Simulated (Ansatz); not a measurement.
# What went wrong? random rock-salt alloy of NbC and TiC (64 atoms)

Program: Ansatz 0.2.0. The cell: 24 Ti, 32 C and 8 Nb.

input.yaml

```yaml
crystal:
  lattice:
    - [8.727, 0.0, 0.0]
    - [0.0, 8.727, 0.0]
    - [0.0, 0.0, 8.727]
  atoms:
    - { symbol: Ti, position: [0.00362, 0.99901, 0.98761] }
    - { symbol: C, position: [0.25105, 0.00678, 0.00071] }
    - { symbol: Nb, position: [0.99919, 0.26282, 0.25789] }
    - { symbol: C, position: [0.23449, 0.23861, 0.24895] }
    - { symbol: Ti, position: [0.25767, 0.99484, 0.24268] }
    - { symbol: C, position: [0.00354, 0.99906, 0.24951] }
    - { symbol: Ti, position: [0.2442, 0.23803, 0.00326] }
    - { symbol: C, position: [0.00899, 0.24322, 0.99743] }
    - { symbol: Ti, position: [0.99831, 0.9964, 0.50818] }
    - { symbol: C, position: [0.25296, 0.00354, 0.49814] }
    - { symbol: Ti, position: [0.98915, 0.25222, 0.74906] }
    - { symbol: C, position: [0.23104, 0.24875, 0.75092] }
    - { symbol: Ti, position: [0.24709, 0.99581, 0.74283] }
    - { symbol: C, position: [0.99237, 0.99213, 0.74671] }
    - { symbol: Nb, position: [0.24405, 0.23588, 0.50575] }
    - { symbol: C, position: [0.99726, 0.24819, 0.50446] }
    - { symbol: Nb, position: [0.99801, 0.5055, 0.00648] }
    - { symbol: C, position: [0.25887, 0.49772, 0.99733] }
    [... 40 atom lines left out ...]
    - { symbol: Ti, position: [0.50525, 0.75875, 0.73813] }
    - { symbol: C, position: [0.75895, 0.7462, 0.75915] }
    - { symbol: Ti, position: [0.75116, 0.49582, 0.74857] }
    - { symbol: C, position: [0.50623, 0.49905, 0.74956] }
    - { symbol: Ti, position: [0.74929, 0.74006, 0.49607] }
    - { symbol: C, position: [0.50286, 0.75181, 0.50329] }
kpoints:
  mp_grid: { grid: [2, 2, 2] }
hamiltonian:
  xc: pbe
  hubbard: { sites: [{ species: Nb, l: d, u_eff: -5.0 }] }
scf:
  occupations: { method: fermi_dirac, width: 0.025 }
  max_iter: 75
output:
  forces: true
```

Launch:

```bash
ansatz run input.yaml --threads 8 --pin off --max-ram 15872MiB --backend cpu --events-out ev --progress --plain --runs-dir out
```

Numbers of over 12 decimals in the logs are rounded to 6 here.

Output:

```text
Ti: projections on atomic orbitals take those of the free atom [Ne] 3s2 3p6 3d2 4s2, of charge +0.00 (hamiltonian.pseudopotentials.projection_atoms); the dataset's partial waves leave at most 4.1e-7 of an orbital's norm unspanned inside its sphere
C: projections on atomic orbitals take those of the free atom [He] 2s2 2p2, of charge +0.00 (hamiltonian.pseudopotentials.projection_atoms); the dataset's partial waves leave at most 3.7e-9 of an orbital's norm unspanned inside its sphere
Nb: projections on atomic orbitals take those of the free atom [Ar 3d10] 4s2 4p6 4d4 5s1, of charge +0.00 (hamiltonian.pseudopotentials.projection_atoms); the dataset's partial waves leave at most 4.9e-6 of an orbital's norm unspanned inside its sphere
Engine: ansatz 0.2.0, aarch64-unknown-linux-gnu
Pseudopotentials: kind: paw
Pseudopotential: Ti, paw, valence charge 12, recommended cutoff 420 eV (normal), Ti.paw.azcp
Pseudopotential: C, paw, valence charge 4, recommended cutoff 420 eV (normal), C.paw.azcp
Pseudopotential: Nb, paw, valence charge 13, recommended cutoff 420 eV (normal), Nb.paw.azcp
[... 5 lines on functional and potentials left out ...]
Crystal: 64 atoms, lattice volume = 664.653 Å³
Basis set: ecut = 420 eV, 13037 PW (Γ), exchange–correlation on 120×120×120 points (8 copies of the dense FFT grid, shifted against one another)
Bands: 324, of which v1, the nominal top of the filled ones, is band 260 counted from 1 (259 counted from 0)
Symmetry: 1 space group operations
Space group: P1 (ITA 1), of the structure as read, at distance tolerance 8.7e-5 Å
k-points: 8
[... 7 lines on functional and potentials left out ...]
Initial density: superposition of atomic densities (chi_scale 0.1, normalization cell, long waves of neutral atoms under a Hubbard term (reshape's long-wave potential 0.05 eV rms, cloud 2.40 Å wide))
Initial wavefunctions: pseudopotential atomic-orbital guess
Functional: x = pbe(κ = 0.804, μ = 0.219515), c = pbe(β = 0.066725)
SCF iter   1: F=—  HF=-104578.475589 eV  |F-HF|=—  |Δ(HF+E_count)|=         —  Δρ=1.46e-1  dr2=2.18e2  ethr=3.10e-3  ⟨swp⟩=4.0  Hψ=8930  notcnv=0  defer=41
preconditioner: auto → Kerker (q_TF=auto, 2.619 Å⁻¹)  [metal: Δε(μ)=0.008 eV  Ē_g=7.931 eV  σ=0.025 eV  W_gap=0.08  n_scr=202 (ndim 8)  ℏωp=23.4 eV  f_vac=0.000  D(μ)=25.12/eV (n_scr^D=202)]
SCF iter   2: F=—  HF=-104536.368585 eV  |F-HF|=—  |Δ(HF+E_count)|=    4.21e1  Δρ=3.87e-2  dr2=1.84e1  ethr=3.10e-3  ⟨swp⟩=3.0  Hψ=5715  notcnv=0  defer=380
SCF iter   3: F=—  HF=-104534.308695 eV  |F-HF|=—  |Δ(HF+E_count)|=    2.06e0  Δρ=1.99e-2  dr2=3.65e0  ethr=3.10e-3  ⟨swp⟩=3.4  Hψ=3473  notcnv=0  defer=356
SCF iter   4: F=—  HF=-104533.600359 eV  |F-HF|=—  |Δ(HF+E_count)|=   7.08e-1  Δρ=9.46e-3  dr2=1.29e0  ethr=7.01e-4  ⟨swp⟩=3.5  Hψ=3283  notcnv=0  defer=347
SCF iter   5: F=—  HF=-104533.459255 eV  |F-HF|=—  |Δ(HF+E_count)|=   1.41e-1  Δρ=2.25e-3  dr2=8.41e-2  ethr=2.47e-4  ⟨swp⟩=4.8  Hψ=3311  notcnv=0  defer=347
SCF iter   6: F=—  HF=-104533.448140 eV  |F-HF|=—  |Δ(HF+E_count)|=   1.11e-2  Δρ=1.31e-3  dr2=3.12e-2  ethr=1.62e-5  ⟨swp⟩=2.2  Hψ=3353  notcnv=0  defer=347
SCF iter   7: F=—  HF=-104533.444433 eV  |F-HF|=—  |Δ(HF+E_count)|=   3.71e-3  Δρ=7.07e-4  dr2=7.50e-3  ethr=6.01e-6  ⟨swp⟩=2.1  Hψ=3134  notcnv=0  defer=347
SCF iter   8: F=—  HF=-104533.443354 eV  |F-HF|=—  |Δ(HF+E_count)|=   1.08e-3  Δρ=2.26e-4  dr2=6.38e-4  ethr=1.44e-6  ⟨swp⟩=2.0  Hψ=3161  notcnv=0  defer=347
SCF iter   9: F=—  HF=-104533.443311 eV  |F-HF|=—  |Δ(HF+E_count)|=   4.31e-5  Δρ=1.25e-4  dr2=1.77e-4  ethr=1.23e-7  ⟨swp⟩=2.0  Hψ=3071  notcnv=0  defer=347
SCF iter  10: F=—  HF=-104533.443270 eV  |F-HF|=—  |Δ(HF+E_count)|=   4.09e-5  Δρ=5.23e-5  dr2=3.09e-5  ethr=3.40e-8  ⟨swp⟩=2.0  Hψ=3070  notcnv=0  defer=347
SCF iter  11: F=—  HF=-104533.442716 eV  |F-HF|=—  |Δ(HF+E_count)|=   5.53e-4  Δρ=1.80e-5  dr2=3.38e-6  ethr=5.95e-9  ⟨swp⟩=2.0  Hψ=3190  notcnv=0  defer=347
SCF iter  12: F=—  HF=-104533.442716 eV  |F-HF|=—  |Δ(HF+E_count)|=   3.35e-9  Δρ=9.05e-6  dr2=9.66e-7  ethr=6.50e-10  ⟨swp⟩=2.0  Hψ=3051  notcnv=0  defer=347
SCF iter  13: F=—  HF=-104533.442716 eV  |F-HF|=—  |Δ(HF+E_count)|=   9.59e-8  Δρ=3.61e-6  dr2=1.39e-7  ethr=1.86e-10  ⟨swp⟩=2.0  Hψ=3068  notcnv=0  defer=347
SCF iter  14: F=-104533.442716 eV  HF=-104533.442716 eV  |F-HF|=2.19e-8  |Δ(HF+E_count)|=   1.54e-8  Δρ=1.30e-6  dr2=2.78e-8  ethr=1.92e-11  ⟨swp⟩=3.0  Hψ=6794  notcnv=0
SCF 1 converged in 14 iterations: F = -104533.442716 eV  dr2 = 2.78e-8
[...]
SCF converged after 14 iterations
Free energy (F): -104533.442716 eV
Harris-Foulkes:  -104533.442716 eV  (|F-HF|=2.19e-8)
Internal energy: -104533.391581 eV  (E = F + TS)
E sigma→0 (E₀):  -104533.417148 eV
Entropy (-TS):   -0.051136 eV (-0.799 meV/atom)
Fermi energy:    16.165622 eV
--- Per-component energies (eV) ---
  E_band       = -2899.881413
  E_kinetic    = 12598.099544
  E_local      = -24413.405746  (includes V_loc(G=0)·N_el)
  E_nonlocal   = 1929.560975
  E_hartree    = 9369.071854
  E_xc         = -5344.970774
  E_vxc        = -6623.047755  (∫ρ·V_xc dr)
  E_hubbard    = -48.127689  (on-site DFT+U / exact-exchange correction)
  E_vhub       = -14.918766  (the Hubbard potential's part of the band-sum identity)
  E_paw        = -52862.439977  (= ΣΔE_a)
  E_vpaw       = -5114.316190  (= ΣTr[D̂ρ^β])
  E_aug_tail   = 0.003237  (compensation charges beyond the density's cutoff)
  E_ewald      = -45761.183004
  E_smearing   = -0.051136  (= −TS)
  E_closure    = 0.000000  (closes the sum)
  Σ components = -104533.442716   (vs F -104533.442716, Δ=0.00e0)
--- Forces (eV/Å), atoms counted from 1 ---
  atom   1  Ti    -0.74403855    -0.09800365     1.51536637
  atom   2  C     -0.49529362    -0.79517924    -0.75038174
  atom   3  Nb    -0.57190487    -2.54247890    -0.92046444
  atom   4  C      2.00460318     0.92050831    -0.00094061
  atom   5  Ti    -1.89851374     0.85050088     1.33818862
  atom   6  C     -0.53665011     0.02256585     0.10988170
  atom   7  Ti    -0.27664931     1.90298216    -0.92235581
  atom   8  C     -1.77690394     0.60086890     0.26046771
  atom   9  Ti     0.05927888    -0.01185549    -1.24677342
  atom  10  C     -0.15230038    -1.69904425     0.18544122
  atom  11  Ti     1.79723994    -0.44371249     0.42831215
  atom  12  C      1.78799227    -0.22399377    -0.01073543
  atom  13  Ti     0.35086100     0.38695710     0.66635445
  atom  14  C      0.73374855     0.93999338     0.34472968
[...]
atom  63  Ti     0.68726900     1.19323897     0.43267582
  atom  64  C      0.26570311    -0.38215888    -1.11863483
  max |Σ_I F_I| component: 1.38e-5 eV/Å
Occupation matrices written to <dir>
```

The job ended after 37 s (8 threads of Arm Neoverse V2, shared host; peak memory 8.5 GiB; 4.4 min of CPU time).

The column dr2 measures how far the density is from self-consistency, as an energy; F and HF (Harris–Foulkes) agree once it is small.

Against a sound run (Kohn-Sham DFT, PBE, PAW (set soft_2), plane waves):

- r.m.s. difference of force components: 32.79 meV/Å
- longest difference of force vectors: 116.3 meV/Å
- force difference over r.m.s. force: 3.292 %

What is at fault here, and what would mend it?

A negative U: hamiltonian.hubbard = {"sites": [{"species": "Nb", "l": "d", "u_eff": -5.0}]}.

The fix is to take out hamiltonian.hubbard.

The run converged all the same, so the exit status doesn't show the fault.

[Logs are printed without paths, hosts, clocks, repeated set-up lines and the standing remarks that a program may print on its own settings, such as how far it seeks lower states.]

[Hosts, paths, dates, database ids (printed as entryN), source tags and the programs' standing remarks are cut or masked in the printed files.]
